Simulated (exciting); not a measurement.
# Electron–core-hole interaction in the O K spectrum of TaAgO3, part 3 of 3

Wanted: the near-edge spectrum and the bound core excitons at the O K edge of TaAgO3.

exciting sodium; X-ray absorption, core-level Bethe-Salpeter equation, exchange and statically screened direct term, Tamm-Dancoff, all-electron LAPW+lo LDA.

So far. Step 5 (Independent particles): Maxima (height): 3.3 eV (0.59), 8.7 eV (0.51), 12.5 eV (0.53), 19.1 eV (0.30) and 20.6 eV (0.38); 1 lower ones aren't listed. Against the singlet run the r.m.s. difference is 70 %. Moving the earlier curve by +1.7 eV leaves 32 %. The highest maximum lies at 3.3 eV (0.59), against 1.0 eV (1.00). Step 6 (Exchange alone): Maxima (height): 3.3 eV (0.58), 8.7 eV (0.50), 12.5 eV (0.53), 19.1 eV (0.31) and 20.7 eV (0.39); 1 lower ones aren't listed.

### 7. Direct term alone (continued)

Level of this step: X-ray absorption, core-level Bethe-Salpeter equation, statically screened direct term alone, Tamm-Dancoff, all-electron LAPW+lo LDA (exciting).

Maxima (height): 1.0 eV (1.04), 5.8 eV (0.64), 11.0 eV (0.40) and 18.4 eV (0.28). Against the singlet run the r.m.s. difference is 6 %.

### 8. Local-field cutoff

Changed against the first singlet run: cutoff of the kernels (bohr⁻¹) from 3 to 1.5.

Input file input.xml:

```
<input>
  <title>TaAgO3</title>
  <structure speciespath="." autormt="false" epslat="1.0e-5">
    <crystal>
      <basevect>7.5577139697 0.0000000000 0.0000000000</basevect>
      <basevect>0.0000000000 7.5577139697 0.0000000000</basevect>
      <basevect>0.0000000000 0.0000000000 7.5577139697</basevect>
    </crystal>
    <species speciesfile="Ta.xml" rmt="2.125">
      <atom coord="0.0000000000 0.0000000000 0.0000000000"/>
    </species>
    <species speciesfile="Ag.xml" rmt="2.234">
      <atom coord="0.5000000000 0.5000000000 0.5000000000"/>
    </species>
    <species speciesfile="O.xml" rmt="1.541">
      <atom coord="0.5000000000 0.0000000000 0.0000000000"/>
      <atom coord="0.0000000000 0.5000000000 0.0000000000"/>
      <atom coord="0.0000000000 0.0000000000 0.5000000000"/>
    </species>
  </structure>
  <groundstate do="skip" xctype="LDA_PW" ngridk="4 4 4" rgkmax="7" gmaxvr="14" nempty="8" swidth="0.001" maxscl="100" epsengy="1e-5"/>
  <xs xstype="BSE" ngridk="4 4 4" ngridq="4 4 4" vkloff="0.097 0.273 0.493" rgkmax="7" nempty="33" gqmax="1.5" lmaxapwwf="5" lmaxemat="2" broad="0.01654" tevout="true">
    <energywindow intv="18.008 19.625" points="439"/>
    <screening screentype="full" nempty="53"/>
    <BSE xas="true" xasspecies="3" xasatom="1" xasedge="K" bsetype="singlet" nstlxas="1 29"/>
    <qpointset>
      <qpoint>0 0 0</qpoint>
    </qpointset>
    <plan>
      <doonly task="xsgeneigvec"/>
      <doonly task="screen"/>
      <doonly task="scrcoulint"/>
      <doonly task="exccoulint"/>
    </plan>
  </xs>
</input>
```

Input file input.xml for the last start (plan only):

```
  <plan>
    <doonly task="bse"/>
  </plan>
```

Run with:

```console
$ OMP_NUM_THREADS=1 mpirun -n 2 exciting
$ OMP_NUM_THREADS=2 exciting
```

Numbers of over 12 decimals in the logs are rounded to 6 here.

The log of the run:

```text
| EXCITING SODIUM started for task xsgeneigvec ( 301)                          =
One-shot GS runs for BSE calculations
One-shot GS runs for k+qmt/2 grids
Info(xsgeneigvec): Generating eigenvectors for Q-point      1
Info(xsgeneigvec): Generation of eigenvectors finished
| EXCITING SODIUM started for task screen ( 430)                               =
Info(screenlauncher): Calculating screening for unshifted q-grid.
Info(screenlauncher): Number of q points:      10
Info(screenlauncher): lowest (partially)  unoccupied state:     33
[...]
Info(setup_bse_block): Setting up RR part of hamiltonian
Info(setup_bse_block): Singlet spin state
Info(bse): Diagonalizing RR Hamiltonian (TDA)
Info(bse): Invoking Lapack routine ZHEEVR
      3712 eigen solutions found in the interval:
         i1=       1 i2=    3712
Info(bse): Writing excition energies and oscillator strengths to text file.
Info(makespectrum_dist): Making spectrum using formula for coupling with time reversed AR basis.
Info(makespectrum_dist): Using formalism for vanishing momentum transfer.
Info(writederived): Writing quantities derived from the macroscopic dielectric function.
Info(bselauncher): Spectrum finished for iqmt=  1
Info(bselauncher): All done for BSE type singlet
```

Elapsed: 29 min, on 2 MPI ranks of Intel Xeon at 2.50GHz (Skylake/Cascade Lake), shared host.

Wall time by task: xsgeneigvec 64 s, screen 8.1 min, scrcoulint 15 min, exccoulint 3.1 min, bse 1.7 min.

These settings are cheaper. The spectrum differs from the singlet run by 9 % r.m.s. The highest maximum lies at 1.1 eV (0.91), against 1.0 eV (1.00). The kernels miss the short-range part of the Coulomb interaction, its components above their cutoff.

```tsv
E (eV)	first run	this run
-3.0	0.02	0.02
-2.0	0.04	0.03
-1.0	0.07	0.06
0.0	0.24	0.20
1.0	0.99	0.88
2.0	0.51	0.52
3.0	0.25	0.26
4.0	0.15	0.14
5.0	0.27	0.23
6.0	0.62	0.57
7.0	0.54	0.54
8.0	0.41	0.44
9.0	0.24	0.26
10.0	0.21	0.22
11.0	0.41	0.46
12.0	0.25	0.28
13.0	0.23	0.25
14.0	0.12	0.12
15.0	0.11	0.11
16.0	0.13	0.14
17.0	0.17	0.18
18.0	0.28	0.29
19.0	0.25	0.26
20.0	0.22	0.22
21.0	0.13	0.13
22.0	0.10	0.10
23.0	0.05	0.05
```

### 9. From independent particles to the full kernel

```tsv
level	curve passes 0.15 (eV)	highest maximum (eV)	its height
IP	1.3	3.3	0.59
RPA	1.4	3.3	0.58
direct only	-0.4	1.0	1.04
singlet	-0.3	1.0	1.00
```

```tsv
E (eV)	IP	RPA	direct only	singlet
-3.0	0.01	0.01	0.02	0.02
-2.0	0.01	0.01	0.04	0.04
-1.0	0.02	0.02	0.08	0.07
0.0	0.04	0.04	0.27	0.24
1.0	0.10	0.10	1.04	0.99
2.0	0.35	0.32	0.49	0.51
3.0	0.53	0.51	0.24	0.25
4.0	0.39	0.40	0.15	0.15
5.0	0.16	0.16	0.29	0.27
6.0	0.20	0.20	0.63	0.62
7.0	0.37	0.36	0.53	0.54
8.0	0.41	0.39	0.40	0.41
9.0	0.47	0.47	0.23	0.24
10.0	0.27	0.27	0.21	0.21
11.0	0.19	0.19	0.39	0.41
12.0	0.42	0.41	0.24	0.25
13.0	0.45	0.47	0.23	0.23
14.0	0.33	0.34	0.11	0.12
15.0	0.13	0.14	0.11	0.11
16.0	0.17	0.17	0.13	0.13
17.0	0.14	0.14	0.17	0.17
18.0	0.20	0.20	0.27	0.28
19.0	0.30	0.30	0.24	0.25
20.0	0.34	0.34	0.21	0.22
21.0	0.34	0.35	0.12	0.13
22.0	0.20	0.21	0.09	0.10
23.0	0.11	0.12	0.05	0.05
```

### 10. Results

```yaml
absorber_and_edge: O K, atom 3
surroundings: 2 Ta at 2.00 Å (linear, site symmetry 4/mmm)
first_bright_state: 0.14 eV from the Kohn–Sham onset, on this mesh
highest_maximum: 1.0 eV
cost_of_the_bse_run: 67 min on 2 MPI ranks of Intel Xeon at 2.50GHz (Skylake/Cascade Lake), shared host; the last task ran on as many threads
```

Is a core exciton bound? Undecided on this mesh: the first bright state (over 5 % of the brightest) lies at 0.14 eV from the Kohn–Sham onset and at -0.31 eV from the lowest bare transition of its own mesh; weaker or dark states reach down to 0.06 eV. Exchange alone changes the independent-particle spectrum by 4 % r.m.s. Leaving exchange out of the full kernel changes the spectrum by 6 % r.m.s. A mesh of 64 points doesn't converge binding energies, and fine structure above the first lines is partly noise of the mesh. Exchange and the short-range direct term aren't converged in the kernel cutoff. The zero comes from the unshifted 4×4×4 ground-state mesh; it is exact only where the band minimum lies on that mesh. The Kohn–Sham onset, 502 eV, is no photon energy: the scale needs a rigid shift. No quasiparticle correction widens the gap or stretches the bands. Vibrations and energy-dependent lifetimes are left out. The structure is a Materials Project entry, computed there, and may be a hypothetical form.

[Banner, clock and machine lines of the logs are left out without a mark of their own.]

[Logs are printed without paths, hosts, clocks, repeated set-up lines and the standing remarks that a program may print on its own settings, such as how far it seeks lower states.]

[Hosts, paths, dates, database ids (printed as entryN), source tags and the programs' standing remarks are cut or masked in the printed files.]
